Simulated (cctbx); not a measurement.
# Accept or mend?

Cell a = 7.1320 Å, b = 7.5560 Å, c = 12.7050 Å, α = 75.39°, β = 88.82°, γ = 62.51°; space group P-1 (no. 2).

The data are simulated with cctbx, not measured: Ga Kα, λ = 1.3414 Å, to d = 0.83 Å, 95 % of the full sphere, strongest reflection 5000 counts, noise from counting, a 4 % proportional error and a noise floor of 2 counts (s.d.); no absorption.

An isotropic refinement with weights 1/σ² prints:

```text
Rint 0.039, 2136 unique reflections to 0.83 A
cycle     R1     wR2    GooF  max shift (A)
   1  0.1918  0.4464   6.293   0.07791
  12  0.0317  0.0831   1.171   0.05207
final R1 0.0317 wR2 0.0831 GooF 1.171  parameters 33  data/parameter 64.7
atom        x        y        z      Ueq    occ   su(xyz)  su(Uiso or U11)
Mo1    0.77538  0.48588  0.26860   0.0089  1.000  0.00010  0.0002
Br1    0.17768  0.26338  0.27997   0.0097  1.000  0.00012  0.0002
Br2    0.82983  0.74009  0.07746   0.0069  1.000  0.00011  0.0002
Br3    0.79983  0.73481  0.37194   0.0046  1.000  0.00011  0.0002
Br4    0.72496  0.26759  0.44394   0.0056  1.000  0.00011  0.0002
Br5    0.37148  0.71151  0.19990   0.0070  1.000  0.00012  0.0002
Br6    0.75043  0.27658  0.12627   0.0076  1.000  0.00012  0.0002
Cu1    0.00000  0.00000  0.00000   0.0068  1.000  0.00000  0.0003
Cu2    0.26239  0.99730  0.50812   1.0000  1.000  0.00685  0.0359
difference map: max 1.91 min -2.02 rms 0.31
Q1    0.0871  0.3045  0.2793    2    1.94  0.57 A from Br1
Q2    0.2563  0.2430  0.2839    2    1.70  0.51 A from Br1
Q3    0.2820  0.7401  0.2024    2    1.45  0.57 A from Br5
Q4    0.4505  0.6786  0.1897    2    1.43  0.53 A from Br5
Q5    0.2129  0.1923  0.6635    2    1.36  0.59 A from Br3
Q6    0.1762  0.3421  0.5983    2    1.22  0.56 A from Br3
```

Q: Accept it or mend it, and why?

Mend it. The fault: spurious atom: Cu2. Against the right model at the same level, R1 goes from 0.0299 to 0.0317 and GooF from 1.07 to 1.17 and Cu2 takes U = the program's ceiling. A site with no density behind it hides by a very large U or drifts. The fit had not settled when the cycles ran out.

The compound is CuMo2Br12. The right model at the same level gives:

```text
Rint 0.039, 2136 unique reflections to 0.83 A
cycle     R1     wR2    GooF  max shift (A)
   1  0.2360  0.5166   7.275   0.13731
   2  0.0299  0.0757   1.066   0.00002
final R1 0.0299 wR2 0.0757 GooF 1.066  parameters 29  data/parameter 73.7
atom        x        y        z      Ueq    occ   su(xyz)  su(Uiso or U11)
Mo1    0.77536  0.48588  0.26860   0.0090  1.000  0.00009  0.0001
Br1    0.17769  0.26339  0.27997   0.0098  1.000  0.00011  0.0002
Br2    0.82982  0.74011  0.07745   0.0070  1.000  0.00010  0.0002
Br3    0.79985  0.73480  0.37194   0.0047  1.000  0.00010  0.0002
Br4    0.72493  0.26756  0.44394   0.0057  1.000  0.00010  0.0002
Br5    0.37149  0.71151  0.19991   0.0071  1.000  0.00011  0.0002
Br6    0.75042  0.27658  0.12627   0.0077  1.000  0.00011  0.0002
Cu1    0.00000  0.00000  0.00000   0.0069  1.000  0.00000  0.0003
difference map: max 1.63 min -2.00 rms 0.26
Q1    0.0865  0.3048  0.2798    2    1.65  0.58 A from Br1
Q2    0.2807  0.7406  0.2026    2    1.51  0.58 A from Br5
Q3    0.2125  0.1923  0.6640    2    1.44  0.59 A from Br3
Q4    0.2578  0.2424  0.2844    2    1.44  0.52 A from Br1
Q5    0.4506  0.6793  0.1890    2    1.39  0.53 A from Br5
Q6    0.1754  0.3435  0.5989    2    1.22  0.56 A from Br3
```

The model is made up (kin elements in a known structure type, no relaxation), so it says nothing on whether the phase exists.

[Middle refinement cycles are left out of these outputs.]

[Logs are printed without paths, hosts, clocks, repeated set-up lines and the standing remarks that a program may print on its own settings, such as how far it seeks lower states.]
